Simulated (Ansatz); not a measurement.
**Σ13 (111) twist boundary in Si (156 atoms): support functions against a reference**

Wanted: errors and times of a linear-scaling basis for Σ13 (111) twist boundary in Si (156 atoms). A setting counts as converged where the r.m.s. difference of forces stays under 1 % of the r.m.s. force.

Method: Kohn-Sham DFT, PBE, PAW (set soft_2), plane waves, in Ansatz 0.2.0.

### Step 1. The structure

The cell holds 156 atoms: 156 Si. Cell: a = 13.846 Å, b = 13.846 Å, c = 18.565 Å, α = 90.0°, β = 90.0°, γ = 120.0°. It derives from Si (diamond-structure). Diamond-structure Si (a = 5.431 Å); two grains turned against each other by 27.80 deg about [111]; 1 x 1 coincidence cells, 1 lattice periods a grain, two boundaries a cell, upper grain shifted by [0.67, 0.586] of the boundary cell and opened by 0 Å, one atom of each pair nearer than 1.293 Å removed; annealed from 600 K for 3 ps and minimised with a classical potential (one cell length free). Regions: lower grain, 78 atoms (78 Si); upper grain, 78 atoms (78 Si).

Before any run, some limits are plain. The host structure and its lattice constant were typed by rule, without a check against the phase diagram. Only the Γ point is sampled, in a cell whose shortest periodic width is 12 Å.

### Step 2. Plane-wave single point

The first run fixes the reference, at a cutoff of 420 eV.

File input.yaml:

```yaml
crystal:
  lattice:
    - [13.84639, 0.0, 0.0]
    - [-6.92319, 11.99132, 0.0]
    - [0.0, 0.0, 18.56474]
  atoms:
    - { symbol: Si, position: [0.92241, 0.67744, 0.44147] }
    - { symbol: Si, position: [0.92318, 0.67715, 0.0634] }
    - { symbol: Si, position: [0.82374, 0.37039, 0.44999] }
    - { symbol: Si, position: [0.82452, 0.3701, 0.07192] }
    - { symbol: Si, position: [0.9627, 0.54611, 0.11223] }
    - { symbol: Si, position: [0.96433, 0.54839, 0.23846] }
    - { symbol: Si, position: [0.7698, 0.07349, 0.44999] }
    - { symbol: Si, position: [0.76874, 0.07271, 0.07192] }
    - { symbol: Si, position: [0.88619, 0.24995, 0.11534] }
    - { symbol: Si, position: [0.88808, 0.2459, 0.24128] }
    - { symbol: Si, position: [0.93971, 0.11463, 0.27492] }
    - { symbol: Si, position: [0.94037, 0.11301, 0.40115] }
    - { symbol: Si, position: [0.6868, 0.74609, 0.44799] }
    - { symbol: Si, position: [0.67496, 0.76261, 0.06091] }
    - { symbol: Si, position: [0.80656, 0.93453, 0.11223] }
    - { symbol: Si, position: [0.80722, 0.93291, 0.23846] }
    - { symbol: Si, position: [0.6123, 0.46111, 0.45248] }
    - { symbol: Si, position: [0.59578, 0.43275, 0.06539] }
    - { symbol: Si, position: [0.73378, 0.62523, 0.09297] }
    - { symbol: Si, position: [0.73134, 0.62448, 0.22514] }
    - { symbol: Si, position: [0.85884, 0.80163, 0.2721] }
    - { symbol: Si, position: [0.86073, 0.79759, 0.39804] }
    - { symbol: Si, position: [0.52684, 0.12743, 0.44999] }
    - { symbol: Si, position: [0.52713, 0.1285, 0.07192] }
    - { symbol: Si, position: [0.64728, 0.31032, 0.11534] }
    - { symbol: Si, position: [0.65133, 0.31625, 0.24128] }
    - { symbol: Si, position: [0.7826, 0.49915, 0.27492] }
    - { symbol: Si, position: [0.78422, 0.50143, 0.40115] }
    - { symbol: Si, position: [0.58691, 0.01104, 0.11534] }
    - { symbol: Si, position: [0.58098, 0.00915, 0.24128] }
    - { symbol: Si, position: [0.70679, 0.19044, 0.28104] }
    - { symbol: Si, position: [0.70679, 0.19044, 0.40613] }
    [... 118 atom lines left out ...]
    - { symbol: Si, position: [0.73378, 0.78262, 0.59297] }
    - { symbol: Si, position: [0.73134, 0.78094, 0.72514] }
    - { symbol: Si, position: [0.7826, 0.95752, 0.77492] }
    - { symbol: Si, position: [0.78422, 0.95686, 0.90115] }
    - { symbol: Si, position: [0.85884, 0.73129, 0.7721] }
    - { symbol: Si, position: [0.86073, 0.73722, 0.89804] }
kpoints:
  mp_grid: { grid: [1, 1, 1] }
hamiltonian:
  xc: pbe
scf:
  occupations: { method: fermi_dirac, width: 0.025 }
output:
  forces: true
  stress: true
  populations: true
  dos:
    method: { smearing: { sigma: 0.08 } }
    de: 0.1
    projected:
      site_lists:
        Si: [Si]
        lower_grain: [0, 1, 2, 3, 4, 5, 6, 7, 8, 9, 10, 11, 12, 13, 14, 15, 16, 17, 18, 19, 20, 21, 22, 23, 24, 25, 26, 27, 28, 29, 30, 31, 32, 33, 34, 35, 36, 37, 38, 39, 40, 41, 42, 43, 44, 45, 46, 47, 48, 49, 50, 51, 52, 53, 54, 55, 56, 57, 58, 59, 60, 61, 62, 63, 64, 65, 66, 67, 68, 69, 70, 71, 72, 73, 74, 75, 76, 77]
        upper_grain: [78, 79, 80, 81, 82, 83, 84, 85, 86, 87, 88, 89, 90, 91, 92, 93, 94, 95, 96, 97, 98, 99, 100, 101, 102, 103, 104, 105, 106, 107, 108, 109, 110, 111, 112, 113, 114, 115, 116, 117, 118, 119, 120, 121, 122, 123, 124, 125, 126, 127, 128, 129, 130, 131, 132, 133, 134, 135, 136, 137, 138, 139, 140, 141, 142, 143, 144, 145, 146, 147, 148, 149, 150, 151, 152, 153, 154, 155]
  eigenvalues: true
  write_density: true
  write_potential: true
  volumetric_format: npy
```

The run is started by

```sh
> ansatz run input.yaml --threads 4 --pin off --max-ram 8192MiB --backend cpu --events-out ev --progress --plain --runs-dir out
```

Numbers of over 12 decimals in the logs are rounded to 6 here.

The program printed:

```text
Warning: the atoms were moved onto the symmetric positions of the space group found under crystal.symmetry.tolerance 1.0e-5 (fractional; no operation is sought that the atoms, as they stand in a round, miss by more than twice it, and no atom is moved by as much as it), and the run uses the moved positions. [...]
Engine: ansatz 0.2.0, aarch64-unknown-linux-gnu
Pseudopotentials: kind: paw
Pseudopotential: Si, paw, valence charge 4, recommended cutoff 420 eV (normal), Si.paw.azcp
[... 5 lines on functional and potentials left out ...]
Crystal: 156 atoms, lattice volume = 3082.424 Å³
Basis set: ecut = 420 eV, 60225 PW (Γ), exchange–correlation on 192×192×250 points (8 copies of the dense FFT grid, shifted against one another)
Bands: 468, of which v1, the nominal top of the filled ones, is band 312 counted from 1 (311 counted from 0)
Symmetry: 12 space group operations
Space group: P-3c1 (ITA 165), of the structure as read, at distance tolerance 1.5e-4 Å
k-points: 1
[... 3 lines on functional and potentials left out ...]
Initial density: superposition of atomic densities (neutral atoms: chi_scale 0, normalization atom), corrected by the library's trained network
Initial wavefunctions: pseudopotential atomic-orbital guess
Functional: x = pbe(κ = 0.804, μ = 0.219515), c = pbe(β = 0.066725)
SCF iter   1: F=—  HF=-99164.588895 eV  |F-HF|=—  |Δ(HF+E_count)|=         —  Δρ=2.42e-3  dr2=4.68e-1  ethr=1.77e-3  ⟨swp⟩=6.0  Hψ=2170  notcnv=0  defer=83
preconditioner: auto → Resta (q_TF=auto, 2.091 Å⁻¹)  ε∞=5.7  [insulator: Δε(μ)=0.182 eV  Ē_g=7.683 eV  σ=0.025 eV  W_gap=0.94  n_scr=474 (ndim 8)  ℏωp=16.7 eV  f_vac=0.000  D(μ)=9.93/eV (n_scr^D=22)  ε∞_Penn≈5.7]
SCF iter   2: F=—  HF=-99164.546713 eV  |F-HF|=—  |Δ(HF+E_count)|=   4.22e-2  Δρ=1.32e-3  dr2=1.03e-1  ethr=7.50e-5  ⟨swp⟩=1.0  Hψ=539  notcnv=0  defer=128
SCF iter   3: F=—  HF=-99164.537141 eV  |F-HF|=—  |Δ(HF+E_count)|=   9.57e-3  Δρ=2.20e-4  dr2=2.27e-3  ethr=1.64e-5  ⟨swp⟩=2.0  Hψ=525  notcnv=0  defer=128
SCF iter   4: F=—  HF=-99164.537817 eV  |F-HF|=—  |Δ(HF+E_count)|=   6.76e-4  Δρ=5.37e-5  dr2=1.53e-4  ethr=3.63e-7  ⟨swp⟩=2.0  Hψ=635  notcnv=0  defer=128
SCF iter   5: F=—  HF=-99164.537868 eV  |F-HF|=—  |Δ(HF+E_count)|=   5.13e-5  Δρ=1.40e-5  dr2=1.60e-5  ethr=2.44e-8  ⟨swp⟩=2.0  Hψ=640  notcnv=0  defer=128
SCF iter   6: F=—  HF=-99164.537696 eV  |F-HF|=—  |Δ(HF+E_count)|=   1.73e-4  Δρ=3.43e-6  dr2=5.36e-7  ethr=2.56e-9  ⟨swp⟩=2.0  Hψ=629  notcnv=0  defer=128
SCF iter   7: F=-99164.537696 eV  HF=-99164.537696 eV  |F-HF|=1.22e-8  |Δ(HF+E_count)|=   5.52e-7  Δρ=7.71e-7  dr2=3.12e-8  ethr=1.60e-11  ⟨swp⟩=19.0  Hψ=4138  notcnv=0
SCF 1 converged in 7 iterations: F = -99164.537696 eV  dr2 = 3.12e-8
  greatest PAW one-centre occupation: 0.653 electrons in one spin orbital (limit 2), on the Si atom at site 148 (counted from 0), in its partial waves of l = 0
SCF converged after 7 iterations
Free energy (F): -99164.537696 eV
Harris-Foulkes:  -99164.537696 eV  (|F-HF|=1.22e-8)
Internal energy: -99164.503058 eV  (E = F + TS)
E sigma→0 (E₀):  -99164.520377 eV
Entropy (-TS):   -0.034639 eV (-0.222 meV/atom)
Fermi energy:    6.655884 eV
--- Per-component energies (eV) ---
  E_band       = 825.115723
  E_kinetic    = 6277.914109
  E_local      = -4023.489165  (includes V_loc(G=0)·N_el)
  E_nonlocal   = 4041.751239
  E_hartree    = 1095.229324
  E_xc         = -8602.497325
  E_vxc        = -7283.126411  (∫ρ·V_xc dr)
  E_paw        = -79985.598144  (= ΣΔE_a)
  E_vpaw       = -378.394913  (= ΣTr[D̂ρ^β])
  E_aug_tail   = 0.000962  (compensation charges beyond the density's cutoff)
  E_ewald      = -17967.814057
  E_smearing   = -0.034639  (= −TS)
  E_closure    = 0.000000  (closes the sum)
  Σ components = -99164.537696   (vs F -99164.537696, Δ=0.00e0)
--- Forces (eV/Å), atoms counted from 1 ---
  atom   1  Si    -0.09086144    -0.09466123     0.14232127
  atom   2  Si    -0.04008985     0.01600860     0.01521349
  atom   3  Si     0.04008985    -0.01600860    -0.01521349
  atom   4  Si     0.09086144     0.09466123    -0.14232127
  atom   5  Si     0.09186219    -0.00985954     0.20369355
  atom   6  Si    -0.03052118    -0.11907295     0.09316985
  atom   7  Si    -0.03390878    -0.02671453    -0.01521349
  atom   8  Si     0.03654831    -0.12601893    -0.14232127
  atom   9  Si     0.08174056     0.10922554     0.02081456
  atom  10  Si     0.00513168     0.21173618     0.13633515
  atom  11  Si     0.08785961    -0.08596860    -0.09316985
  atom  12  Si     0.05446971     0.07462522    -0.20369355
  atom  13  Si    -0.60496305     0.17993059    -0.01976542
  atom  14  Si     0.15902590    -0.07781162     0.18997015
[...]
atom 155  Si    -0.18593471     0.10142401    -0.13633515
  atom 156  Si    -0.13546238    -0.01617658    -0.02081456
  max |Σ_I F_I| component: 1.55e-15 eV/Å
--- Stress (GPa, compression-positive) ---
        0.092037       0.000000      -0.000000
        0.000000       0.092037      -0.000000
       -0.000000      -0.000000       3.136134
  P = ⅓ Tr σ = 1.1067 GPa (11.067 kbar)
--- Band table (eV) ---
  k-point 0: bands = ["-5.6933", "-5.4212", "-5.1936", "-4.8597", [... 452 levels ...], "10.1519", "10.1706", "10.1706", "10.2463", "10.2463", "10.2542", "10.3489", "10.3567", "10.3567", "10.3581", "10.4146", "10.4146"]
--- Löwdin populations: 156 sites ---
  site symbol       q [e]
     0     Si      3.9802
     1     Si      3.9507
     2     Si      3.9507
[...]
155     Si      3.9441
  spilling = 0.010592 (of n_electrons = 624.000000)
```

Wall time 85 s (4 threads of Arm Neoverse V1, shared host); peak memory 3.7 GiB; 5.5 min of CPU time.

In the SCF lines HF is the Harris–Foulkes energy and dr2 the Hartree energy of the density residual, in eV; the loop may stop once dr2 is under the threshold and the program's other checks hold. Hψ counts applications of the Hamiltonian.

The program notes that positions were snapped to a detected symmetry.

Numbers from this run:

| Item | Value |
| --- | --- |
| free energy | -99164.5377 eV |
| free energy per atom | -635.6701 eV/atom |
| SCF cycles | 7 |
| pressure | 1.107 GPa |
| r.m.s. force component | 0.1611 eV/Å |
| longest force | 0.6315 eV/Å |
| Fermi energy | 6.656 eV |
| spacing of highest filled and lowest empty level | 0.1806 eV |
| levels partly filled by over 2 per cent | 1 |
| spilling of the projection | 0.01059 |

The r.m.s. force component of 0.16 eV/Å sets the scale for the differences below.

### Step 3. Support functions medium

With localised support functions most steps grow linearly with size, though the diagonalisation grows faster unless the density matrix is cut; this run measures error and cost at this size.

This step: Kohn-Sham DFT, PBE, PAW (set soft_2), localised support functions (medium) (Ansatz 0.2.0).

input.yaml, the sections that differ from step 2:

```yaml
scf:
  occupations: { method: fermi_dirac, width: 0.025 }
  eigensolver: { kind: { support_functions: { accuracy: medium } } }
  mixing: { beta: 0.4 }
  max_iter: 150
output:
  forces: true
  eigenvalues: true
# crystal, kpoints, hamiltonian: as in step 2
```

The program printed:

```text
Warning: scf.eigensolver.kind.support_functions: disabling space-group detection — the functions' gradient is summed over unrotated k-points, so no spatial operation reduces the k-mesh or symmetrises the density; time reversal is kept, so that k and −k are solved as one point where they differ and the mesh holds both, and exact exchange and, on two spinor components, a DFT+U term hold to it where the run has them: [...]
settings of this run that can trade accuracy for cost: scf.eigensolver.kind.support_functions [...]
[...]
Crystal: 156 atoms, lattice volume = 3082.424 Å³
Basis set: ecut = 420 eV, 60225 PW (Γ), exchange–correlation on 192×192×250 points (8 copies of the dense FFT grid, shifted against one another)
Bands: 375, of which v1, the nominal top of the filled ones, is band 312 counted from 1 (311 counted from 0)
Symmetry: 1 space group operations
k-points: 1
[...]
SCF iter   1: F=—  HF=-99135.584625 eV  |F-HF|=—  |Δ(HF+E_count)|=         —  Δρ=3.81e-2  dr2=4.07e1  ethr=1.00e-1
[...]
SCF iter  10: F=—  HF=-99164.539197 eV  |F-HF|=—  |Δ(HF+E_count)|=   4.56e-3  Δρ=1.01e-5  dr2=5.08e-6  ethr=3.63e-9  κ⁻¹=4.0e-8(r=7)
SCF iter  11: F=-99164.539197 eV  HF=-99164.539197 eV  |F-HF|=1.70e-7  |Δ(HF+E_count)|=   1.59e-7  Δρ=2.89e-6  dr2=5.05e-7  ethr=8.15e-10
SCF 1 converged in 11 iterations: F = -99164.603436 eV  dr2 = 5.05e-7
[...]
SCF converged after 11 iterations
Stability not checked: this state was not tested for a lower state beside it, because the mixer in use, unlike msr1, does not test its closes by its own steps (another_mixer; see scf.mixing.algorithm and scf.lower_state_search)
Free energy (F): -99164.603436 eV
[...]
Internal energy: -99164.569631 eV  (E = F + TS)
E sigma→0 (E₀):  -99164.586533 eV
Entropy (-TS):   -0.033805 eV (-0.217 meV/atom)
Fermi energy:    6.656838 eV
[...]
Σ components = -99164.603436   (vs F -99164.603436, Δ=0.00e0)
--- Forces (eV/Å), atoms counted from 1 ---
  atom   1  Si    -0.09197217    -0.09454048     0.14162905
  atom   2  Si    -0.03976794     0.01646118     0.01463031
  atom   3  Si     0.04003519    -0.01524639    -0.01545810
  atom   4  Si     0.09014540     0.09442046    -0.14273521
[...]
atom 156  Si    -0.13450467    -0.01677047    -0.02021696
  max |Σ_I F_I| component: 2.95e-3 eV/Å
--- Band table (eV) ---
[...]
```

Run time: 2 min. Hardware: 4 threads; peak memory 4.2 GiB.

The program notes that the band table was not solved further than the SCF left it and it switched symmetry off.

Keys that differ from the reference: support_functions.accuracy = "medium", scf.max_iter = 150 and scf.mixing.beta = 0.4.

Forces differ from the reference by 0.65 meV/Å r.m.s., 0.40 % of their size, within a tolerance of 1 %; the energy by -0.42 meV/atom. It took 2 min and 11 cycles; the reference's time can't be set against it, since the two runs asked for unlike analyses. The two runs also began from different starting densities, which bears on cycles and time.

### Step 4. Support functions low

The cell is solved in localised support functions.

This step: Kohn-Sham DFT, PBE, PAW (set soft_2), localised support functions (low) (Ansatz 0.2.0).

input.yaml, the sections that differ from step 3:

```yaml
scf:
  occupations: { method: fermi_dirac, width: 0.025 }
  eigensolver: { kind: { support_functions: { accuracy: low } } }
  mixing: { beta: 0.4 }
  max_iter: 150
# crystal, kpoints, hamiltonian, output: as in step 3
```

The program printed:

```text
[...]
Crystal: 156 atoms, lattice volume = 3082.424 Å³
Basis set: ecut = 420 eV, 60225 PW (Γ), exchange–correlation on 192×192×250 points (8 copies of the dense FFT grid, shifted against one another)
Bands: 375, of which v1, the nominal top of the filled ones, is band 312 counted from 1 (311 counted from 0)
Symmetry: 1 space group operations
k-points: 1
[...]
SCF iter   1: F=—  HF=-99135.584625 eV  |F-HF|=—  |Δ(HF+E_count)|=         —  Δρ=3.81e-2  dr2=4.07e1  ethr=1.00e-1
[...]
SCF iter   8: F=—  HF=-99164.528324 eV  |F-HF|=—  |Δ(HF+E_count)|=   9.30e-3  Δρ=8.45e-5  dr2=2.70e-4  ethr=3.73e-7  κ⁻¹=3.4e-7(r=6)
SCF iter   9: F=-99164.534638 eV  HF=-99164.534639 eV  |F-HF|=1.82e-7  |Δ(HF+E_count)|=   6.31e-3  Δρ=2.08e-5  dr2=2.26e-5  ethr=4.33e-8
SCF 1 converged in 9 iterations: F = -99164.603473 eV  dr2 = 2.26e-5
[...]
SCF converged after 9 iterations
[...]
Free energy (F): -99164.603473 eV
[...]
Internal energy: -99164.569712 eV  (E = F + TS)
E sigma→0 (E₀):  -99164.586593 eV
Entropy (-TS):   -0.033762 eV (-0.216 meV/atom)
Fermi energy:    6.657208 eV
[...]
Σ components = -99164.603473   (vs F -99164.603473, Δ=0.00e0)
--- Forces (eV/Å), atoms counted from 1 ---
  atom   1  Si    -0.09211714    -0.09450528     0.14167626
  atom   2  Si    -0.03983024     0.01645257     0.01463567
  atom   3  Si     0.04017365    -0.01525035    -0.01549709
  atom   4  Si     0.09023327     0.09437966    -0.14269988
[...]
atom 156  Si    -0.13447714    -0.01665774    -0.02018089
  max |Σ_I F_I| component: 3.03e-3 eV/Å
--- Band table (eV) ---
[...]
```

Run time: 1.8 min. Hardware: 4 threads; peak memory 4.3 GiB.

Keys that differ from the reference: support_functions.accuracy = "low", scf.max_iter = 150 and scf.mixing.beta = 0.4.

Forces differ from the reference by 0.65 meV/Å r.m.s., 0.40 % of their size, within a tolerance of 1 %; the energy by -0.42 meV/atom. The two runs also began from different starting densities, which bears on cycles and time.

### Step 5. Support functions high

With localised support functions most steps grow linearly with size, though the diagonalisation grows faster unless the density matrix is cut; this run measures error and cost at this size.

This step: Kohn-Sham DFT, PBE, PAW (set soft_2), localised support functions (high) (Ansatz 0.2.0).

input.yaml, the sections that differ from step 4:

```yaml
scf:
  occupations: { method: fermi_dirac, width: 0.025 }
  eigensolver: { kind: { support_functions: { accuracy: high } } }
  mixing: { beta: 0.4 }
  max_iter: 150
# crystal, kpoints, hamiltonian, output: as in step 4
```

The program printed:

```text
[...]
Crystal: 156 atoms, lattice volume = 3082.424 Å³
Basis set: ecut = 420 eV, 60225 PW (Γ), exchange–correlation on 192×192×250 points (8 copies of the dense FFT grid, shifted against one another)
Bands: 375, of which v1, the nominal top of the filled ones, is band 312 counted from 1 (311 counted from 0)
Symmetry: 1 space group operations
k-points: 1
[...]
SCF iter   1: F=—  HF=-99140.333002 eV  |F-HF|=—  |Δ(HF+E_count)|=         —  Δρ=3.79e-2  dr2=4.15e1  ethr=1.00e-1
[...]
SCF iter  13: F=—  HF=-99164.581581 eV  |F-HF|=—  |Δ(HF+E_count)|=   2.11e-4  Δρ=5.10e-7  dr2=1.83e-8  ethr=6.98e-11  κ⁻¹=1.3e-7(r=7)
SCF iter  14: F=-99164.581759 eV  HF=-99164.581759 eV  |F-HF|=7.42e-10  |Δ(HF+E_count)|=   1.78e-4  Δρ=3.87e-7  dr2=4.70e-9  ethr=2.94e-12
SCF 1 converged in 14 iterations: F = -99164.585255 eV  dr2 = 4.70e-9
[...]
SCF converged after 14 iterations
[...]
Free energy (F): -99164.585255 eV
[...]
Internal energy: -99164.550662 eV  (E = F + TS)
E sigma→0 (E₀):  -99164.567959 eV
Entropy (-TS):   -0.034593 eV (-0.222 meV/atom)
Fermi energy:    6.655853 eV
[...]
Σ components = -99164.585255   (vs F -99164.585255, Δ=0.00e0)
--- Forces (eV/Å), atoms counted from 1 ---
  atom   1  Si    -0.09203479    -0.09477404     0.14155196
  atom   2  Si    -0.03966596     0.01637882     0.01453715
  atom   3  Si     0.04024006    -0.01578397    -0.01547809
  atom   4  Si     0.09014821     0.09449893    -0.14286949
[...]
atom 156  Si    -0.13460003    -0.01679640    -0.02027022
  max |Σ_I F_I| component: 1.88e-4 eV/Å
--- Band table (eV) ---
[...]
```

Elapsed: 8.5 min, on 4 threads; peak memory 7 GiB.

Keys that differ from the reference: support_functions.accuracy = "high", scf.max_iter = 150 and scf.mixing.beta = 0.4.

Forces differ from the reference by 0.6 meV/Å r.m.s., 0.37 % of their size, within a tolerance of 1 %; the energy by -0.30 meV/atom. It took 8.5 min and 14 cycles; the reference's time can't be set against it, since the two runs asked for unlike analyses. The two runs also began from different starting densities, which bears on cycles and time.

(Part 1 of 3 ends here.)

[Logs are printed without paths, hosts, clocks, repeated set-up lines and the standing remarks that a program may print on its own settings, such as how far it seeks lower states.]

[Hosts, paths, dates, database ids (printed as entryN), source tags and the programs' standing remarks are cut or masked in the printed files.]
